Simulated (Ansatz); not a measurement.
# Meshes and cutoff for the phonons of LiCl (Fm-3m), part 3 of 3

Aim: how dense must the meshes and how high the cutoff be for the phonons of LiCl (Fm-3m)?

Ansatz 0.2.0; DFT PBE, scalar-relativistic, plane waves, PAW.

So far, highest frequency on the path or at a solved wavevector (cm⁻¹): 388 in steps 3, 4, 10 and 11. The relaxed cell has a = 5.150 Å (conventional setting).

The database entry behind the starting cell differs from later determinations by our own check (0.1 to 0.3 % short, probably kX units), so it need not match the best structure at ambient conditions.

### 14. Another cutoff, cutoff 170 eV, q mesh 2×2×2

The cutoff is set to 170 eV on a small fixed q mesh.

File input.yaml:

```yaml
crystal:
  lattice:
    - [0.0, 2.5751358477, 2.5751358477]
    - [2.5751358477, 0.0, 2.5751358477]
    - [2.5751358477, 2.5751358477, 0.0]
  atoms:
    - { symbol: Li, position: [0.0, 0.0, 0.0] }
    - { symbol: Cl, position: [0.5, 0.5, 0.5] }
kpoints:
  mp_grid: { grid: [8, 8, 8] }
hamiltonian:
  xc: pbe
scf:
  occupations: { method: fixed }
output:
  eigenvalues: true
phonons:
  method: dfpt
  qmesh: [2, 2, 2]
  temperatures: { t_max: 1000, t_step: 50 }
  qpath:
    path:
      - [[0.0, 0.0, 0.0], [0.5, 0.0, 0.5], [0.625, 0.25, 0.625]]
      - [[0.375, 0.375, 0.75], [0.0, 0.0, 0.0], [0.5, 0.5, 0.5], [0.5, 0.25, 0.75], [0.5, 0.0, 0.5]]
    npoints: 10
basis:
  ecutwfc: 170
```

Run with:

```sh
> ansatz run input.yaml --threads 4 --pin off --max-ram 7168MiB --backend cpu --events-out ev --progress --plain --runs-dir out
```

Numbers of over 12 decimals in the logs are rounded to 6 here.

The log of the run:

```text
Warning: basis.ecutwfc = 170 eV is below the records' recommended 420 eV, and the density's cutoff is lower with it unless basis.ecutrho_ratio is high enough to keep the records' density cutoff: compare with a run at a higher cutoff
[...]
Crystal: 2 atoms, lattice volume = 34.153 Å³
Basis set: ecut = 170 eV, 169 PW (Γ), exchange–correlation on 32×32×32 points (8 copies of the dense FFT grid, shifted against one another)
Bands: 9, of which v1, the nominal top of the filled ones, is band 5 counted from 1 (4 counted from 0)
Symmetry: 48 space group operations
k-points: 29 of 512
[...]
SCF iter   1: F=—  HF=-1286.124352 eV  |F-HF|=—  |Δ(HF+E_count)|=         —  Δρ=2.18e-2  dr2=6.26e-2  ethr=1.77e-3  ⟨swp⟩=4.0  Hψ=1470  notcnv=0  defer=14
[...]
SCF iter   7: F=-1286.078348 eV  HF=-1286.078348 eV  |F-HF|=3.18e-12  |Δ(HF+E_count)|=  6.65e-10  Δρ=6.90e-8  dr2=1.83e-12  ethr=1.00e-12  ⟨swp⟩=4.2  Hψ=1454  notcnv=0
SCF 1 converged in 7 iterations: F = -1286.078348 eV  dr2 = 1.83e-12
[...]
k-points: 59 of 512 (irreducible under 8 space group operations, time reversal used)
[...]
SCF iter   2: F=-1286.078348 eV  HF=-1286.078348 eV  |F-HF|=1.14e-12  |Δ(HF+E_count)|=  1.79e-10  Δρ=4.06e-8  dr2=3.65e-13  ethr=1.00e-12  ⟨swp⟩=4.8  Hψ=2227  notcnv=0
SCF 2 converged in 2 iterations: F = -1286.078348 eV  dr2 = 3.65e-13
[...]
SCF converged after 7 iterations
Free energy (F): -1286.078348 eV
[...]
Internal energy: -1286.078348 eV  (E = F + TS)
E sigma→0 (E₀):  -1286.078348 eV
Fermi energy:    1.679085 eV
[...]
--- Band table (eV; the first three rows and the last of 29) ---
[...]
ASR residual: 1.095e-2 → 0.000e0 eV/Å²; symmetrization residual: 1.355e-7 eV/Å²
  ASR residual per site (eV/Å²): 1.10e-2 5.94e-3
  Γ frequencies (cm⁻¹): 0.00 0.00 0.00 95.77 95.77 95.77
  Unit cell's response to a homogeneous field, on a k mesh of 8×8×8: 1 representative field direction (Σ response iterations 7)
  ε∞ (high-frequency dielectric tensor):
        2.954489    -0.000000     0.000000
        0.000000     2.954489    -0.000000
       -0.000000     0.000000     2.954489
  ε⁰ (static dielectric tensor): not given — the deck does not say what the cell's rigid motions are, and on a molecule in a box or a wire the rigid rotations would enter the sum over the modes at Γ. For a crystal or a slab, whose only rigid motions are the translations, set phonons.rigid_motions: translations.
  Born effective charges Z* (e; rows j = field, columns β = displacement):
    site 0:
         1.17669    0.00000   -0.00000
        -0.00000    1.17669    0.00000
         0.00000    0.00000    1.17669
    site 1:
        -1.17669   -0.00000    0.00000
         0.00000   -1.17669   -0.00000
         0.00000   -0.00000   -1.17669
  Z* charge neutrality: 5.380e-4 e pre-enforcement
[...]
optical modes at Γ without the LO–TO term, one row a degenerate level:
      ω (cm⁻¹)  modes    IR ((D/Å)²/amu)
         95.77      3            16.5118
  optical modes at Γ + LO–TO along q̂ = [1.0000, 0.0000, 0.0000]:
      ω (cm⁻¹)  modes    IR ((D/Å)²/amu)
         95.77      2            11.0079
        354.27      1             5.5039
  optical modes at Γ + LO–TO along q̂ = [0.0000, 1.0000, 0.0000]:
      ω (cm⁻¹)  modes    IR ((D/Å)²/amu)
         95.77      2            11.0079
        354.27      1             5.5039
  optical modes at Γ + LO–TO along q̂ = [0.0000, 0.0000, 1.0000]:
      ω (cm⁻¹)  modes    IR ((D/Å)²/amu)
         95.77      2            11.0079
        354.27      1             5.5039
--- Phonons (arbitrary-q DFPT): 3 irreducible q on the 2×2×2 mesh ---
[...]
interpolated dispersion: 63 rows × 6 modes
[...]
```

Run time: 2.3 s. Hardware: 4 threads of Arm Neoverse V2, shared host; peak memory 0.35 GiB; 7.3 s of CPU time.

The run finished; it serves as a test, and its numbers are not taken as the result.

### 15. Another cutoff, cutoff 230 eV, q mesh 2×2×2

The cutoff is set to 230 eV on a small fixed q mesh.

input.yaml, as its differences from that of step 14:

```diff
@@ -26,2 +26,2 @@
 basis:
-  ecutwfc: 170
+  ecutwfc: 230
```

The log of the run:

```text
[...]
Crystal: 2 atoms, lattice volume = 34.153 Å³
Basis set: ecut = 230 eV, 283 PW (Γ), exchange–correlation on 40×40×40 points (8 copies of the dense FFT grid, shifted against one another)
Bands: 9, of which v1, the nominal top of the filled ones, is band 5 counted from 1 (4 counted from 0)
Symmetry: 48 space group operations
k-points: 29 of 512
[...]
SCF iter   1: F=—  HF=-1287.634855 eV  |F-HF|=—  |Δ(HF+E_count)|=         —  Δρ=5.77e-3  dr2=2.86e-3  ethr=1.77e-3  ⟨swp⟩=4.1  Hψ=1523  notcnv=0  defer=35
[...]
SCF iter   6: F=-1287.635371 eV  HF=-1287.635371 eV  |F-HF|=3.96e-11  |Δ(HF+E_count)|=   8.55e-9  Δρ=3.07e-7  dr2=9.04e-12  ethr=1.00e-12  ⟨swp⟩=5.0  Hψ=1559  notcnv=0
SCF 1 converged in 6 iterations: F = -1287.635371 eV  dr2 = 9.04e-12
[...]
k-points: 59 of 512 (irreducible under 8 space group operations, time reversal used)
[...]
SCF iter   2: F=-1287.635371 eV  HF=-1287.635371 eV  |F-HF|=1.05e-11  |Δ(HF+E_count)|=  1.90e-10  Δρ=1.66e-7  dr2=2.77e-12  ethr=1.00e-12  ⟨swp⟩=5.6  Hψ=2253  notcnv=0
SCF 2 converged in 2 iterations: F = -1287.635371 eV  dr2 = 2.77e-12
[...]
SCF converged after 6 iterations
Free energy (F): -1287.635371 eV
[...]
Internal energy: -1287.635371 eV  (E = F + TS)
E sigma→0 (E₀):  -1287.635371 eV
Fermi energy:    1.606408 eV
[...]
--- Band table (eV; the first three rows and the last of 29) ---
[...]
ASR residual: 1.009e-3 → 0.000e0 eV/Å²; symmetrization residual: 1.363e-7 eV/Å²
  ASR residual per site (eV/Å²): 1.01e-3 7.68e-4
  Γ frequencies (cm⁻¹): 0.00 0.00 0.00 189.82 189.82 189.82
[...]
ε∞ (high-frequency dielectric tensor):
        2.941534    -0.000000     0.000000
        0.000000     2.941534    -0.000000
       -0.000000    -0.000000     2.941534
[...]
Born effective charges Z* (e; rows j = field, columns β = displacement):
    site 0:
         1.18414    0.00000    0.00000
        -0.00000    1.18414    0.00000
         0.00000   -0.00000    1.18414
    site 1:
        -1.18414   -0.00000   -0.00000
         0.00000   -1.18414   -0.00000
         0.00000    0.00000   -1.18414
  Z* charge neutrality: 9.237e-5 e pre-enforcement
[...]
optical modes at Γ without the LO–TO term, one row a degenerate level:
      ω (cm⁻¹)  modes    IR ((D/Å)²/amu)
        189.82      3            16.7217
  optical modes at Γ + LO–TO along q̂ = [1.0000, 0.0000, 0.0000]:
      ω (cm⁻¹)  modes    IR ((D/Å)²/amu)
        189.82      2            11.1478
        392.90      1             5.5739
  optical modes at Γ + LO–TO along q̂ = [0.0000, 1.0000, 0.0000]:
      ω (cm⁻¹)  modes    IR ((D/Å)²/amu)
        189.82      2            11.1478
        392.90      1             5.5739
  optical modes at Γ + LO–TO along q̂ = [0.0000, 0.0000, 1.0000]:
      ω (cm⁻¹)  modes    IR ((D/Å)²/amu)
        189.82      2            11.1478
        392.90      1             5.5739
--- Phonons (arbitrary-q DFPT): 3 irreducible q on the 2×2×2 mesh ---
[...]
interpolated dispersion: 63 rows × 6 modes
[...]
```

The job ended after 3.1 s (4 threads; peak memory 0.39 GiB).

The run finished; it serves as a test, and its numbers are not taken as the result.

### 16. Another cutoff, cutoff 290 eV, q mesh 2×2×2

The cutoff is set to 290 eV on a small fixed q mesh.

input.yaml, as its differences from that of step 15:

```diff
@@ -26,2 +26,2 @@
 basis:
-  ecutwfc: 230
+  ecutwfc: 290
```

The log of the run:

```text
[...]
Crystal: 2 atoms, lattice volume = 34.153 Å³
Basis set: ecut = 290 eV, 387 PW (Γ), exchange–correlation on 48×48×48 points (8 copies of the dense FFT grid, shifted against one another)
Bands: 9, of which v1, the nominal top of the filled ones, is band 5 counted from 1 (4 counted from 0)
Symmetry: 48 space group operations
k-points: 29 of 512
[...]
SCF iter   1: F=—  HF=-1287.814347 eV  |F-HF|=—  |Δ(HF+E_count)|=         —  Δρ=1.57e-3  dr2=1.65e-4  ethr=1.77e-3  ⟨swp⟩=5.1  Hψ=1600  notcnv=0  defer=39
[...]
SCF iter   6: F=-1287.814513 eV  HF=-1287.814513 eV  |F-HF|=1.34e-11  |Δ(HF+E_count)|=  4.87e-10  Δρ=1.54e-7  dr2=4.16e-12  ethr=1.00e-12  ⟨swp⟩=4.8  Hψ=1548  notcnv=0
SCF 1 converged in 6 iterations: F = -1287.814513 eV  dr2 = 4.16e-12
[...]
k-points: 59 of 512 (irreducible under 8 space group operations, time reversal used)
[...]
SCF iter   4: F=-1287.814513 eV  HF=-1287.814513 eV  |F-HF|=1.82e-11  |Δ(HF+E_count)|=  3.75e-11  Δρ=5.17e-7  dr2=4.72e-11  ethr=1.00e-12  ⟨swp⟩=4.0  Hψ=1983  notcnv=0
SCF 2 converged in 4 iterations: F = -1287.814513 eV  dr2 = 4.72e-11
[...]
SCF converged after 6 iterations
Free energy (F): -1287.814513 eV
[...]
Internal energy: -1287.814513 eV  (E = F + TS)
E sigma→0 (E₀):  -1287.814513 eV
Fermi energy:    1.602262 eV
[...]
--- Band table (eV; the first three rows and the last of 29) ---
[...]
ASR residual: 3.486e-5 → 0.000e0 eV/Å²; symmetrization residual: 1.652e-7 eV/Å²
  ASR residual per site (eV/Å²): 3.49e-5 3.20e-5
  Γ frequencies (cm⁻¹): 0.00 0.00 0.00 166.26 166.26 166.26
[...]
ε∞ (high-frequency dielectric tensor):
        2.943669    -0.000000    -0.000000
        0.000000     2.943669    -0.000000
        0.000000     0.000000     2.943669
[...]
Born effective charges Z* (e; rows j = field, columns β = displacement):
    site 0:
         1.18744    0.00000   -0.00000
        -0.00000    1.18744    0.00000
         0.00000   -0.00000    1.18744
    site 1:
        -1.18744   -0.00000    0.00000
         0.00000   -1.18744   -0.00000
         0.00000    0.00000   -1.18744
  Z* charge neutrality: 2.033e-5 e pre-enforcement
[...]
optical modes at Γ without the LO–TO term, one row a degenerate level:
      ω (cm⁻¹)  modes    IR ((D/Å)²/amu)
        166.26      3            16.8149
  optical modes at Γ + LO–TO along q̂ = [1.0000, 0.0000, 0.0000]:
      ω (cm⁻¹)  modes    IR ((D/Å)²/amu)
        166.26      2            11.2099
        382.82      1             5.6050
  optical modes at Γ + LO–TO along q̂ = [0.0000, 1.0000, 0.0000]:
      ω (cm⁻¹)  modes    IR ((D/Å)²/amu)
        166.26      2            11.2099
        382.82      1             5.6050
  optical modes at Γ + LO–TO along q̂ = [0.0000, 0.0000, 1.0000]:
      ω (cm⁻¹)  modes    IR ((D/Å)²/amu)
        166.26      2            11.2099
        382.82      1             5.6050
--- Phonons (arbitrary-q DFPT): 3 irreducible q on the 2×2×2 mesh ---
[...]
interpolated dispersion: 63 rows × 6 modes
[...]
```

It took 4.5 s on 4 threads; peak memory 0.43 GiB; 16 s of CPU time.

The run finished; it serves as a test, and its numbers are not taken as the result.

### 17. Another cutoff, cutoff 360 eV, q mesh 2×2×2

The cutoff is set to 360 eV on a small fixed q mesh.

input.yaml, as its differences from that of step 16:

```diff
@@ -26,2 +26,2 @@
 basis:
-  ecutwfc: 290
+  ecutwfc: 360
```

The log of the run:

```text
[...]
Crystal: 2 atoms, lattice volume = 34.153 Å³
Basis set: ecut = 360 eV, 531 PW (Γ), exchange–correlation on 48×48×48 points (8 copies of the dense FFT grid, shifted against one another)
Bands: 9, of which v1, the nominal top of the filled ones, is band 5 counted from 1 (4 counted from 0)
Symmetry: 48 space group operations
k-points: 29 of 512
[...]
optical modes at Γ + LO–TO along q̂ = [0.0000, 1.0000, 0.0000]:
      ω (cm⁻¹)  modes    IR ((D/Å)²/amu)
        166.92      2            11.2091
        383.06      1             5.6045
  optical modes at Γ + LO–TO along q̂ = [0.0000, 0.0000, 1.0000]:
      ω (cm⁻¹)  modes    IR ((D/Å)²/amu)
        166.92      2            11.2091
        383.06      1             5.6045
--- Phonons (arbitrary-q DFPT): 3 irreducible q on the 2×2×2 mesh ---
[...]
interpolated dispersion: 63 rows × 6 modes
[...]
[key lines of the parts left out:]
SCF converged after 6 iterations
Free energy (F): -1287.833225 eV
Fermi energy:    1.601201 eV
```

It took 4.6 s on 4 threads; peak memory 0.44 GiB; 16 s of CPU time.

Frequencies (cm⁻¹) solved at each irreducible wavevector; negative means imaginary. Frequencies by wavevector, by row:

```csv
q in reciprocal lattice units,star,mode 1,mode 2,mode 3,mode 4,mode 5,mode 6
0 0 0,1,0,0,0,166.9,166.9,166.9
0 0 -0.5,4,102.6,102.6,185.2,185.2,201.6,387.4
0 -0.5 -0.5,3,127.2,127.2,180.6,180.6,190.5,209.4
```

The highest optical mode at the zone centre (no LO-TO term) is 166.9 cm⁻¹, -0.1 cm⁻¹ against the base run.

### 18. Another cutoff, cutoff 550 eV, q mesh 2×2×2

The cutoff is set to 550 eV on a small fixed q mesh.

input.yaml, as its differences from that of step 17:

```diff
@@ -26,2 +26,2 @@
 basis:
-  ecutwfc: 360
+  ecutwfc: 550
```

The log of the run:

```text
[...]
Crystal: 2 atoms, lattice volume = 34.153 Å³
Basis set: ecut = 550 eV, 965 PW (Γ), exchange–correlation on 60×60×60 points (8 copies of the dense FFT grid, shifted against one another)
Bands: 9, of which v1, the nominal top of the filled ones, is band 5 counted from 1 (4 counted from 0)
Symmetry: 48 space group operations
k-points: 29 of 512
[...]
optical modes at Γ + LO–TO along q̂ = [0.0000, 1.0000, 0.0000]:
      ω (cm⁻¹)  modes    IR ((D/Å)²/amu)
        167.01      2            11.2096
        383.11      1             5.6048
  optical modes at Γ + LO–TO along q̂ = [0.0000, 0.0000, 1.0000]:
      ω (cm⁻¹)  modes    IR ((D/Å)²/amu)
        167.01      2            11.2096
        383.11      1             5.6048
--- Phonons (arbitrary-q DFPT): 3 irreducible q on the 2×2×2 mesh ---
[...]
interpolated dispersion: 63 rows × 6 modes
[...]
[key lines of the parts left out:]
SCF converged after 7 iterations
Free energy (F): -1287.834066 eV
Fermi energy:    1.601183 eV
```

The job ended after 8.2 s (4 threads; peak memory 0.5 GiB).

Frequencies (cm⁻¹) solved at each irreducible wavevector; negative means imaginary. Frequencies by wavevector, by row:

```
q in reciprocal lattice units  star  mode 1  mode 2  mode 3  mode 4  mode 5  mode 6
                        0 0 0     1       0       0       0     167     167     167
                     0 0 -0.5     4   102.6   102.6   185.2   185.2   201.5   387.5
                  0 -0.5 -0.5     3   127.1   127.1   180.7   180.7   190.4   209.4
```

The highest optical mode at the zone centre (no LO-TO term) is 167.0 cm⁻¹, +0.0 cm⁻¹ against the base run.

### 19. Summary of results

```yaml
mean_frequency_q_mesh_2x2x2: 182 cm⁻¹
mean_frequency_q_mesh_3x3x3: 180 cm⁻¹
mean_frequency_q_mesh_6x6x6: 181 cm⁻¹
highest_optical_mode_at_the_zone_centre_no_lo_to_term_k_mesh_2x2x2: 91.6 cm⁻¹
highest_optical_mode_at_the_zone_centre_no_lo_to_term_k_mesh_4x4x4: 166 cm⁻¹
highest_optical_mode_at_the_zone_centre_no_lo_to_term_k_mesh_6x6x6: 167 cm⁻¹
highest_optical_mode_at_the_zone_centre_no_lo_to_term_k_mesh_8x8x8: 167 cm⁻¹
highest_optical_mode_at_the_zone_centre_no_lo_to_term_k_mesh_12x12x12: 167 cm⁻¹
highest_optical_mode_at_the_zone_centre_no_lo_to_term_cutoff_170_ev: 95.8 cm⁻¹
highest_optical_mode_at_the_zone_centre_no_lo_to_term_cutoff_230_ev: 190 cm⁻¹
highest_optical_mode_at_the_zone_centre_no_lo_to_term_cutoff_290_ev: 166 cm⁻¹
highest_optical_mode_at_the_zone_centre_no_lo_to_term_cutoff_360_ev: 167 cm⁻¹
highest_optical_mode_at_the_zone_centre_no_lo_to_term_cutoff_550_ev: 167 cm⁻¹
```

What this shows: Over the whole q mesh series, coarse runs included, the mean frequency runs from 180.4 to 182.4 cm⁻¹; from 2×2×2 on it stays within 1.8 cm⁻¹ of the finest run (6×6×6), against a tolerance of 1.8. The k mesh changes along this series too, so part of the change is its. Over the whole k mesh series, coarse runs included, the lowest mode on the q mesh (acoustic modes at Γ apart) runs from -70.5 to 102.6 cm⁻¹; from 4×4×4 on all solved modes stay within 1.6 cm⁻¹ of the finest run (12×12×12), against a tolerance of 3.9. Over the whole cutoff series, coarse runs included, the lowest mode on the q mesh (acoustic modes at Γ apart) runs from 71.5 to 110.5 cm⁻¹; from 290 eV on all solved modes stay within 0.8 cm⁻¹ of the finest run (550 eV), against a tolerance of 3.9. All runs share the cell relaxed at the base settings, which is not exactly at rest under another k mesh or cutoff. These are harmonic frequencies at zero temperature: anharmonic shifts, linewidths and thermal expansion are left out.

[Logs are printed without paths, hosts, clocks, repeated set-up lines and the standing remarks that a program may print on its own settings, such as how far it seeks lower states.]

[Hosts, paths, dates, database ids (printed as entryN), source tags and the programs' standing remarks are cut or masked in the printed files.]
